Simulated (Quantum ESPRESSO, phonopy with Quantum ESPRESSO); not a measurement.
# Al (Fm-3m): a volume series of phonon spectra

Wanted: mode Grüneisen parameters of Al and a free-energy fit over volumes.

Experimental results on record:
- volume expansion coefficient 69 1e-6/K and heat capacity C_P per formula unit 24.2 J/mol/K near room temperature (given in “High-Throughput Prediction of Finite-Temperature Properties using the Quasi-Harmonic Approximation”, 2016, arXiv:1603.06924)

Calculated with Quantum ESPRESSO 7.5; DFT PBE, scalar-relativistic, plane waves, GBRV ultrasoft pseudopotentials.

Most raw output is cut from this account.

## 1. Set-up

The structure is cubic, space group Fm-3m (No. 225). The conventional cell has a = 4.050 Å, b = 4.050 Å, c = 4.050 Å, α = 90.00°, β = 90.00°, γ = 90.00°. Nearest to Al lie 12 Al at 2.86 Å.

## 2. Probe on a coarse mesh

Before spending time, one coarse run tells the gap and the pressure of the starting cell.

probe.in reads:

```
&CONTROL
  calculation = 'scf'
  prefix      = 'x'
  outdir      = './tmp'
  pseudo_dir  = './pseudo'
  tprnfor     = .true.
  tstress     = .true.
  verbosity   = 'high'
/
&SYSTEM
  ibrav       = 0
  nat         = 1
  ntyp        = 1
  ecutwfc     = 40.0
  ecutrho     = 240.0
  occupations = 'smearing'
  smearing    = 'gaussian'
  degauss     = 0.01
/
&ELECTRONS
  conv_thr         = 1.0d-07
  mixing_beta      = 0.7
  electron_maxstep = 100
/
ATOMIC_SPECIES
 Al     26.9815  Al.upf
CELL_PARAMETERS angstrom
     0.000000000    2.024805000    2.024805000
     2.024805000    0.000000000    2.024805000
     2.024805000    2.024805000    0.000000000
ATOMIC_POSITIONS crystal
 Al     0.000000000   0.000000000   0.000000000
K_POINTS automatic
 8 8 8 0 0 0
```

On the command line:

```
> OMP_NUM_THREADS=1 mpirun -n 4 pw.x -nk 4 -in probe.in > probe.out
```

Wall time 1.3 s (4 MPI ranks of AMD EPYC 9R45, shared host).

Numbers from this step:

```yaml
volume_per_atom: 16.60 Å³
pressure: -0.4390 GPa
gap_on_the_k_mesh: 0 eV
```

The start is under -0.44 GPa at this level and looks like a metal on this mesh.

## 3. Finding the static equilibrium

Phonons are second derivatives about a minimum, so cell and atoms are relaxed first, inside the symmetry of the start.

relax.in reads:

```
&CONTROL
  calculation   = 'vc-relax'
  prefix        = 'x'
  outdir        = './tmp'
  pseudo_dir    = './pseudo'
  tprnfor       = .true.
  tstress       = .true.
  forc_conv_thr = 2.0d-05
  etot_conv_thr = 1.0d-07
  nstep         = 40
/
&SYSTEM
  ibrav       = 0
  nat         = 1
  ntyp        = 1
  ecutwfc     = 40.0
  ecutrho     = 240.0
  occupations = 'smearing'
  smearing    = 'mv'
  degauss     = 0.02
/
&ELECTRONS
  conv_thr         = 1.0d-11
  mixing_beta      = 0.7
  electron_maxstep = 100
/
&IONS
/
&CELL
  press_conv_thr = 0.1
/
ATOMIC_SPECIES
 Al     26.9815  Al.upf
CELL_PARAMETERS angstrom
     0.000000000    2.024805000    2.024805000
     2.024805000    0.000000000    2.024805000
     2.024805000    2.024805000    0.000000000
ATOMIC_POSITIONS crystal
 Al     0.000000000   0.000000000   0.000000000
K_POINTS automatic
 16 16 16 0 0 0
```

On the command line:

```
> OMP_NUM_THREADS=1 mpirun -n 4 pw.x -nk 4 -in relax.in > relax.out
```

Elapsed: 3.6 s, on 4 MPI ranks.

Relaxation path:

| step | energy less that of the first step (eV) | largest force (eV/Å) | volume (Å³) |
| --- | --- | --- | --- |
| 1 | 0.0000 | 0.0000 | 16.60 |
| 2 | -0.0001 | 0.0000 | 16.56 |
| 3 | -0.0002 | 0.0000 | 16.49 |
| 4 | -0.0002 | 0.0000 | 16.49 |
| 5 | -0.0002 | 0.0000 | 16.49 |

| conventional cell, symmetrised | before | after | change |
| --- | --- | --- | --- |
| a (Å) | 4.050 | 4.041 | -0.2 % |
| b (Å) | 4.050 | 4.041 | -0.2 % |
| c (Å) | 4.050 | 4.041 | -0.2 % |
| volume (Å³/atom) | 16.60 | 16.49 | -0.7 % |

The relaxed structure:

```xyz
1
Lattice="0.0000 2.0203 2.0203 2.0203 0.0000 2.0203 2.0203 2.0203 0.0000" Properties=species:S:1:pos:R:3 pbc="T T T"
Al    0.0000    0.0000    0.0000
```

This step gave:

```
volume per atom : 16.49 Å³
pressure        : 0.001 GPa
```

After the last step pw.x solved the final cell once more on a basis chosen for it, which moves the energy without moving the atoms.

## 4. Self-consistent run

A tight ground state at this cell gives the energy of this member; its pressure is the stress at this cutoff, which can carry an offset from the finite basis.

scf.in reads:

```
&CONTROL
  calculation = 'scf'
  prefix      = 'x'
  outdir      = './tmp'
  pseudo_dir  = './pseudo'
  tprnfor     = .true.
  tstress     = .true.
/
&SYSTEM
  ibrav       = 0
  nat         = 1
  ntyp        = 1
  ecutwfc     = 40.0
  ecutrho     = 240.0
  occupations = 'smearing'
  smearing    = 'mv'
  degauss     = 0.02
/
&ELECTRONS
  conv_thr         = 1.0d-12
  mixing_beta      = 0.7
  electron_maxstep = 100
/
ATOMIC_SPECIES
 Al     26.9815  Al.upf
CELL_PARAMETERS angstrom
     0.000000000    2.020292494    2.020292494
     2.020292494    0.000000000    2.020292494
     2.020292494    2.020292494    0.000000000
ATOMIC_POSITIONS crystal
 Al     0.000000000   0.000000000   0.000000000
K_POINTS automatic
 16 16 16 0 0 0
```

On the command line:

```
> OMP_NUM_THREADS=1 mpirun -n 4 pw.x -nk 4 -in scf.in > scf.out
```

The job ended after 1.8 s (4 MPI ranks; 6.5 s of CPU time).

On a basis chosen for the relaxed cell the pressure is 0.001 GPa, small enough for phonons.

## 5. Forces on a displaced cell

One atom (for the harmonic constants) or a pair of atoms (for the cubic ones) is moved by a few hundredths of an ångström; the forces on all atoms give a column of force constants. The threshold is tight because the forces are small.

System of this step: Al. Symmetry: Imm2, No. 44, orthorhombic system. The conventional cell has a = 8.571 Å, b = 12.122 Å, c = 8.571 Å, α = 90.00°, β = 90.00°, γ = 90.00°. Al has 12 Al at 2.84 to 2.88 Å nearest. Al has 12 Al at 2.84 to 2.86 Å nearest. Nearest to Al lie 12 Al at 2.86 to 2.88 Å. Nearest to Al lie 12 Al at 2.85 to 2.86 Å. Nearest to Al lie 12 Al at 2.86 Å. Nearest to Al lie 12 Al at 2.86 to 2.87 Å.

disp-00001.in reads:

```
&CONTROL
  calculation = 'scf'
  prefix      = 'x'
  outdir      = './tmp'
  pseudo_dir  = './pseudo'
  tprnfor     = .true.
  disk_io     = 'none'
/
&SYSTEM
  ibrav       = 0
  nat         = 27
  ntyp        = 1
  ecutwfc     = 40.0
  ecutrho     = 240.0
  occupations = 'smearing'
  smearing    = 'mv'
  degauss     = 0.02
/
&ELECTRONS
  conv_thr         = 1.0d-11
  mixing_beta      = 0.7
  electron_maxstep = 100
/
ATOMIC_SPECIES
 Al     26.9815  Al.upf
CELL_PARAMETERS angstrom
     0.000000000    6.060877482    6.060877482
     6.060877482    0.000000000    6.060877482
     6.060877482    6.060877482    0.000000000
ATOMIC_POSITIONS crystal
 Al     0.002333348   0.000000000   0.000000000
 Al     0.333333333   0.000000000   0.000000000
 Al     0.666666667   0.000000000   0.000000000
 Al     0.000000000   0.333333333   0.000000000
 Al     0.333333333   0.333333333   0.000000000
 Al     0.666666667   0.333333333   0.000000000
 Al     0.000000000   0.666666667   0.000000000
 Al     0.333333333   0.666666667   0.000000000
[... 15 atom lines left out ...]
 Al     0.666666667   0.333333333   0.666666667
 Al     0.000000000   0.666666667   0.666666667
 Al     0.333333333   0.666666667   0.666666667
 Al     0.666666667   0.666666667   0.666666667
K_POINTS automatic
 5 5 5 0 0 0
```

On the command line:

```
> OMP_NUM_THREADS=1 mpirun -n 4 pw.x -nk 4 -in disp-00001.in > disp-00001.out
```

The job ended after 87 s (4 MPI ranks; 5.8 min of CPU time).

Force (size) by element, in eV/Å:

| element | atoms | mean | spread (r.m.s.) | least | largest |
| --- | --- | --- | --- | --- | --- |
| Al | 27 | 0.0099 | 0.0180 | 0.0003 | 0.0930 |

The atoms with the largest values:

| atom | x, y, z (Å) | force (eV/Å) |
| --- | --- | --- |
| Al1 | 0.00, 0.01, 0.01 | 0.0000, -0.0658, -0.0658 |
| Al2 | 0.00, 2.02, 2.02 | 0.0000, 0.0194, 0.0194 |
| Al3 | 0.00, 4.04, 4.04 | 0.0000, 0.0176, 0.0176 |
| Al4 | 2.02, 0.00, 2.02 | 0.0100, -0.0020, 0.0090 |
| Al8 | 4.04, 2.02, 6.06 | -0.0100, 0.0090, -0.0020 |
| Al10 | 2.02, 2.02, 0.00 | 0.0100, 0.0090, -0.0020 |
| Al20 | 4.04, 6.06, 2.02 | -0.0100, -0.0020, 0.0090 |
| Al7 | 4.04, 0.00, 4.04 | 0.0094, -0.0019, 0.0086 |

## 6. Lattice dynamics at this volume, V/V0 1

This step: DFT PBE, scalar-relativistic, plane waves, GBRV ultrasoft pseudopotentials (phonopy with Quantum ESPRESSO 4.10.0 / 7.5).

Elapsed: 87 s, on 4 threads; 5.8 min of CPU time.

Numbers from this step:

```
highest frequency                        : 326.2 cm⁻¹
Debye temperature from the second moment : 402 K
lowest frequency on the path             : 0 cm⁻¹
zero-point energy                        : 0.03847 eV/cell
Γ frequencies                            : 0, 0, 0 cm⁻¹ (negative: imaginary)
```

Phonopy, no LO-TO term. The phonon branches at the labelled points (cm⁻¹):

| point | branch 1 | branch 2 | branch 3 |
| --- | --- | --- | --- |
| Γ | 0 | 0 | 0 |
| halfway | 133 | 133 | 234 |
| X | 191 | 191 | 313 |
| halfway | 190 | 210 | 306 |
| U | 185 | 249 | 286 |
| jump to K | 185 | 249 | 286 |
| halfway | 119 | 159 | 248 |
| Γ | 0 | 0 | 0 |
| halfway | 104 | 104 | 228 |
| L | 153 | 153 | 326 |
| halfway | 174 | 215 | 303 |
| W | 212 | 263 | 263 |
| halfway | 202 | 215 | 300 |
| X | 191 | 191 | 313 |

Harmonic. Thermo, by row:

| T (K) | F_vib (meV/atom) | S (J/mol-atom/K) | C_V (J/mol-atom/K) |
| --- | --- | --- | --- |
| 0 | 38.47 | 0 | 0 |
| 50 | 38.31 | 1.308 | 3.826 |
| 100 | 36.3 | 6.875 | 12.83 |
| 150 | 31.08 | 13.17 | 17.99 |
| 200 | 22.77 | 18.75 | 20.6 |
| 250 | 11.79 | 23.51 | 22.02 |
| 300 | -1.48 | 27.61 | 22.85 |
| 350 | -16.73 | 31.17 | 23.38 |
| 400 | -33.71 | 34.32 | 23.73 |
| 450 | -52.24 | 37.13 | 23.97 |
| 500 | -72.14 | 39.66 | 24.15 |
| 550 | -93.3 | 41.97 | 24.29 |
| 600 | -115.6 | 44.09 | 24.39 |
| 650 | -139 | 46.04 | 24.47 |
| 700 | -163.3 | 47.86 | 24.53 |
| 750 | -188.6 | 49.55 | 24.59 |
| 800 | -214.7 | 51.14 | 24.63 |
| 850 | -241.5 | 52.64 | 24.66 |
| 900 | -269.2 | 54.05 | 24.69 |
| 950 | -297.5 | 55.38 | 24.72 |
| 1000 | -326.6 | 56.65 | 24.74 |

Phonopy on the run's constants, 21x21x21 mesh, Gaussian sigma 2.5 cm⁻¹. The modes, Al by wavenumber; read off at these points:

wavenumber (cm⁻¹), modes, Al (1/cm⁻¹/cell) and a bar:
```
      -10     0.0000 
        0     0.0001 
       10     0.0000 
       20     0.0002 
       30     0.0003 
       40     0.0008 #
       50     0.0008 #
       60     0.0016 ##
       70     0.0017 ##
       80     0.0036 ####
       90     0.0019 ##
      100     0.0047 #####
      110     0.0041 #####
      120     0.0073 ########
      130     0.0087 ##########
      140     0.0119 ##############
      150     0.0159 ##################
      160     0.0214 #########################
      170     0.0208 ########################
      180     0.0261 ##############################
      190     0.0220 #########################
      200     0.0146 #################
      210     0.0129 ###############
      220     0.0086 ##########
      230     0.0107 ############
      240     0.0096 ###########
      250     0.0083 ##########
      260     0.0067 ########
      270     0.0079 #########
      280     0.0173 ####################
      290     0.0255 #############################
      300     0.0165 ###################
      310     0.0084 ##########
      320     0.0034 ####
      330     0.0001 
      340     0.0000
```

No mode is imaginary beyond numerical noise along the path.

The time given is that of the one pw.x run on a displaced cell behind this step.

## 7. Self-consistent run, V/V0 1.015

This step: DFT PBE, scalar-relativistic, plane waves, GBRV ultrasoft pseudopotentials (Quantum ESPRESSO 7.5).

System of this step: Al. Symmetry: Fm-3m, No. 225, cubic system. The conventional cell has a = 4.061 Å, b = 4.061 Å, c = 4.061 Å, α = 90.00°, β = 90.00°, γ = 90.00°. Al has 12 Al at 2.87 Å nearest.

Changes to scf.in since step 4:

```diff
@@ -26,5 +26,5 @@
 CELL_PARAMETERS angstrom
-     0.000000000    2.020292494    2.020292494
-     2.020292494    0.000000000    2.020292494
-     2.020292494    2.020292494    0.000000000
+     0.000000000    2.030343866    2.030343866
+     2.030343866    0.000000000    2.030343866
+     2.030343866    2.030343866    0.000000000
 ATOMIC_POSITIONS crystal
```

On the command line:

```
> OMP_NUM_THREADS=1 mpirun -n 4 pw.x -nk 4 -in scf.in > scf.out
```

It took 1.8 s on 4 MPI ranks; 6.4 s of CPU time.

The run ends at a pressure of -1.11 GPa.

## 8. A displaced supercell

System of this step: Al. The structure is orthorhombic, space group Imm2 (No. 44). Conventional cell: a = 8.614 Å, b = 12.182 Å, c = 8.614 Å, α = 90.00°, β = 90.00°, γ = 90.00°. Nearest to Al lie 12 Al at 2.85 to 2.89 Å. Al has 12 Al at 2.85 to 2.87 Å nearest. Nearest to Al lie 12 Al at 2.87 to 2.89 Å. Nearest to Al lie 12 Al at 2.86 to 2.87 Å. Nearest to Al lie 12 Al at 2.87 Å. Nearest to Al lie 12 Al at 2.87 to 2.88 Å.

Changes to disp-00001.in since step 5:

```diff
@@ -26,7 +26,7 @@
 CELL_PARAMETERS angstrom
-     0.000000000    6.060877482    6.060877482
-     6.060877482    0.000000000    6.060877482
-     6.060877482    6.060877482    0.000000000
+     0.000000000    6.091031598    6.091031598
+     6.091031598    0.000000000    6.091031598
+     6.091031598    6.091031598    0.000000000
 ATOMIC_POSITIONS crystal
- Al     0.002333348   0.000000000   0.000000000
+ Al     0.002321796   0.000000000   0.000000000
  Al     0.333333333   0.000000000   0.000000000
```

On the command line:

```
> OMP_NUM_THREADS=1 mpirun -n 4 pw.x -nk 4 -in disp-00001.in > disp-00001.out
```

Elapsed: 1.7 min, on 4 MPI ranks.

## 9. Lattice dynamics at this volume, V/V0 1.015

This step: DFT PBE, scalar-relativistic, plane waves, GBRV ultrasoft pseudopotentials (phonopy with Quantum ESPRESSO 4.10.0 / 7.5).

Elapsed: 1.7 min, on 4 threads.

Phonopy, no LO-TO term. The phonon branches at the labelled points (cm⁻¹):

| point | branch 1 | branch 2 | branch 3 |
| --- | --- | --- | --- |
| Γ | 0 | 0 | 0 |
| halfway | 127 | 127 | 226 |
| X | 184 | 184 | 303 |
| halfway | 183 | 203 | 296 |
| U | 179 | 241 | 277 |
| jump to K | 179 | 241 | 277 |
| halfway | 115 | 153 | 240 |
| Γ | 0 | 0 | 0 |
| halfway | 100 | 100 | 222 |
| L | 149 | 149 | 317 |
| halfway | 169 | 208 | 294 |
| W | 205 | 255 | 255 |
| halfway | 194 | 208 | 290 |
| X | 184 | 184 | 303 |

No mode is imaginary beyond numerical noise along the path.

The time given is that of the one pw.x run on a displaced cell behind this step.

## 10. Self-consistent run, V/V0 0.985

This step: DFT PBE, scalar-relativistic, plane waves, GBRV ultrasoft pseudopotentials (Quantum ESPRESSO 7.5).

System of this step: Al. Symmetry: Fm-3m, No. 225, cubic system. The conventional cell has a = 4.020 Å, b = 4.020 Å, c = 4.020 Å, α = 90.00°, β = 90.00°, γ = 90.00°. Al has 12 Al at 2.84 Å nearest.

Changes to scf.in since step 7:

```diff
@@ -26,5 +26,5 @@
 CELL_PARAMETERS angstrom
-     0.000000000    2.030343866    2.030343866
-     2.030343866    0.000000000    2.030343866
-     2.030343866    2.030343866    0.000000000
+     0.000000000    2.010140099    2.010140099
+     2.010140099    0.000000000    2.010140099
+     2.010140099    2.010140099    0.000000000
 ATOMIC_POSITIONS crystal
```

On the command line:

```
> OMP_NUM_THREADS=1 mpirun -n 4 pw.x -nk 4 -in scf.in > scf.out
```

Elapsed: 1.9 s, on 4 MPI ranks; 6.6 s of CPU time.

The run ends at a pressure of 1.21 GPa.

## 11. A displaced supercell

System of this step: Al. Symmetry: Imm2, No. 44, orthorhombic system. The conventional cell has a = 8.528 Å, b = 12.061 Å, c = 8.528 Å, α = 90.00°, β = 90.00°, γ = 90.00°. Nearest to Al lie 12 Al at 2.82 to 2.86 Å. Al has 12 Al at 2.82 to 2.84 Å nearest. Al has 12 Al at 2.84 to 2.86 Å nearest. Nearest to Al lie 12 Al at 2.83 to 2.84 Å. Nearest to Al lie 12 Al at 2.84 Å. Nearest to Al lie 12 Al at 2.84 to 2.85 Å.

Changes to disp-00001.in since step 8:

```diff
@@ -26,7 +26,7 @@
 CELL_PARAMETERS angstrom
-     0.000000000    6.091031598    6.091031598
-     6.091031598    0.000000000    6.091031598
-     6.091031598    6.091031598    0.000000000
+     0.000000000    6.030420297    6.030420297
+     6.030420297    0.000000000    6.030420297
+     6.030420297    6.030420297    0.000000000
 ATOMIC_POSITIONS crystal
- Al     0.002321796   0.000000000   0.000000000
+ Al     0.002345133   0.000000000   0.000000000
  Al     0.333333333   0.000000000   0.000000000
```

On the command line:

```
> OMP_NUM_THREADS=1 mpirun -n 4 pw.x -nk 4 -in disp-00001.in > disp-00001.out
```

It took 85 s on 4 MPI ranks.

## 12. Phonons, V/V0 0.985

This step: DFT PBE, scalar-relativistic, plane waves, GBRV ultrasoft pseudopotentials (phonopy with Quantum ESPRESSO 4.10.0 / 7.5).

Wall time 85 s (4 threads); 5.6 min of CPU time.

Phonopy, no LO-TO term. Phonon branches along the path, in cm⁻¹:

| point | branch 1 | branch 2 | branch 3 |
| --- | --- | --- | --- |
| Γ | 0 | 0 | 0 |
| halfway | 138 | 138 | 241 |
| X | 198 | 198 | 322 |
| halfway | 197 | 218 | 316 |
| U | 191 | 257 | 295 |
| jump to K | 191 | 257 | 295 |
| halfway | 123 | 164 | 255 |
| Γ | 0 | 0 | 0 |
| halfway | 107 | 107 | 235 |
| L | 158 | 158 | 336 |
| halfway | 180 | 222 | 312 |
| W | 219 | 271 | 271 |
| halfway | 209 | 223 | 309 |
| X | 198 | 198 | 322 |

No mode is imaginary beyond numerical noise along the path.

The time given is that of the one pw.x run on a displaced cell behind this step.

## 13. Self-consistent run, V/V0 1.03

This step: DFT PBE, scalar-relativistic, plane waves, GBRV ultrasoft pseudopotentials (Quantum ESPRESSO 7.5).

System of this step: Al. The structure is cubic, space group Fm-3m (No. 225). The conventional cell has a = 4.081 Å, b = 4.081 Å, c = 4.081 Å, α = 90.00°, β = 90.00°, γ = 90.00°. Al has 12 Al at 2.89 Å nearest.

Changes to scf.in since step 10:

```diff
@@ -26,5 +26,5 @@
 CELL_PARAMETERS angstrom
-     0.000000000    2.010140099    2.010140099
-     2.010140099    0.000000000    2.010140099
-     2.010140099    2.010140099    0.000000000
+     0.000000000    2.040296691    2.040296691
+     2.040296691    0.000000000    2.040296691
+     2.040296691    2.040296691    0.000000000
 ATOMIC_POSITIONS crystal
```

On the command line:

```
> OMP_NUM_THREADS=1 mpirun -n 4 pw.x -nk 4 -in scf.in > scf.out
```

Run time: 1.8 s. Hardware: 4 MPI ranks; 6.5 s of CPU time.

The run ends at a pressure of -2.14 GPa.

## 14. Forces on a displaced cell

System of this step: Al. It takes space group Imm2 (No. 44, orthorhombic). The conventional cell has a = 8.656 Å, b = 12.242 Å, c = 8.656 Å, α = 90.00°, β = 90.00°, γ = 90.00°. Al has 12 Al at 2.87 to 2.91 Å nearest. Nearest to Al lie 12 Al at 2.87 to 2.89 Å. Nearest to Al lie 12 Al at 2.89 to 2.91 Å. Nearest to Al lie 12 Al at 2.88 to 2.89 Å. Al has 12 Al at 2.89 Å nearest. Al has 12 Al at 2.89 to 2.90 Å nearest.

Changes to disp-00001.in since step 11:

```diff
@@ -26,7 +26,7 @@
 CELL_PARAMETERS angstrom
-     0.000000000    6.030420297    6.030420297
-     6.030420297    0.000000000    6.030420297
-     6.030420297    6.030420297    0.000000000
+     0.000000000    6.120890073    6.120890073
+     6.120890073    0.000000000    6.120890073
+     6.120890073    6.120890073    0.000000000
 ATOMIC_POSITIONS crystal
- Al     0.002345133   0.000000000   0.000000000
+ Al     0.002310470   0.000000000   0.000000000
  Al     0.333333333   0.000000000   0.000000000
```

On the command line:

```
> OMP_NUM_THREADS=1 mpirun -n 4 pw.x -nk 4 -in disp-00001.in > disp-00001.out
```

Elapsed: 1.7 min, on 4 MPI ranks.

## 15. Lattice dynamics at this volume, V/V0 1.03

This step: DFT PBE, scalar-relativistic, plane waves, GBRV ultrasoft pseudopotentials (phonopy with Quantum ESPRESSO 4.10.0 / 7.5).

It took 1.7 min on 4 threads.

No mode is imaginary beyond numerical noise along the path.

The time given is that of the one pw.x run on a displaced cell behind this step.

## 16. Ground state at this cell, V/V0 0.97

This step: DFT PBE, scalar-relativistic, plane waves, GBRV ultrasoft pseudopotentials (Quantum ESPRESSO 7.5).

System of this step: Al. The structure is cubic, space group Fm-3m (No. 225). The conventional cell has a = 4.000 Å, b = 4.000 Å, c = 4.000 Å, α = 90.00°, β = 90.00°, γ = 90.00°. Nearest to Al lie 12 Al at 2.83 Å.

Changes to scf.in since step 13:

```diff
@@ -26,5 +26,5 @@
 CELL_PARAMETERS angstrom
-     0.000000000    2.040296691    2.040296691
-     2.040296691    0.000000000    2.040296691
-     2.040296691    2.040296691    0.000000000
+     0.000000000    1.999884104    1.999884104
+     1.999884104    0.000000000    1.999884104
+     1.999884104    1.999884104    0.000000000
 ATOMIC_POSITIONS crystal
```

On the command line:

```
> OMP_NUM_THREADS=1 mpirun -n 4 pw.x -nk 4 -in scf.in > scf.out
```

Elapsed: 1.8 s, on 4 MPI ranks.

The run ends at a pressure of 2.53 GPa.

(Part 1 of 2 ends here.)

[Logs are printed without paths, hosts, clocks, repeated set-up lines and the standing remarks that a program may print on its own settings, such as how far it seeks lower states.]

[Hosts, paths, dates, database ids (printed as entryN), source tags and the programs' standing remarks are cut or masked in the printed files.]

[A step with changed settings may run another functional than the one named; its input shows which.]

[Of the runs on displaced cells, only some may be shown.]
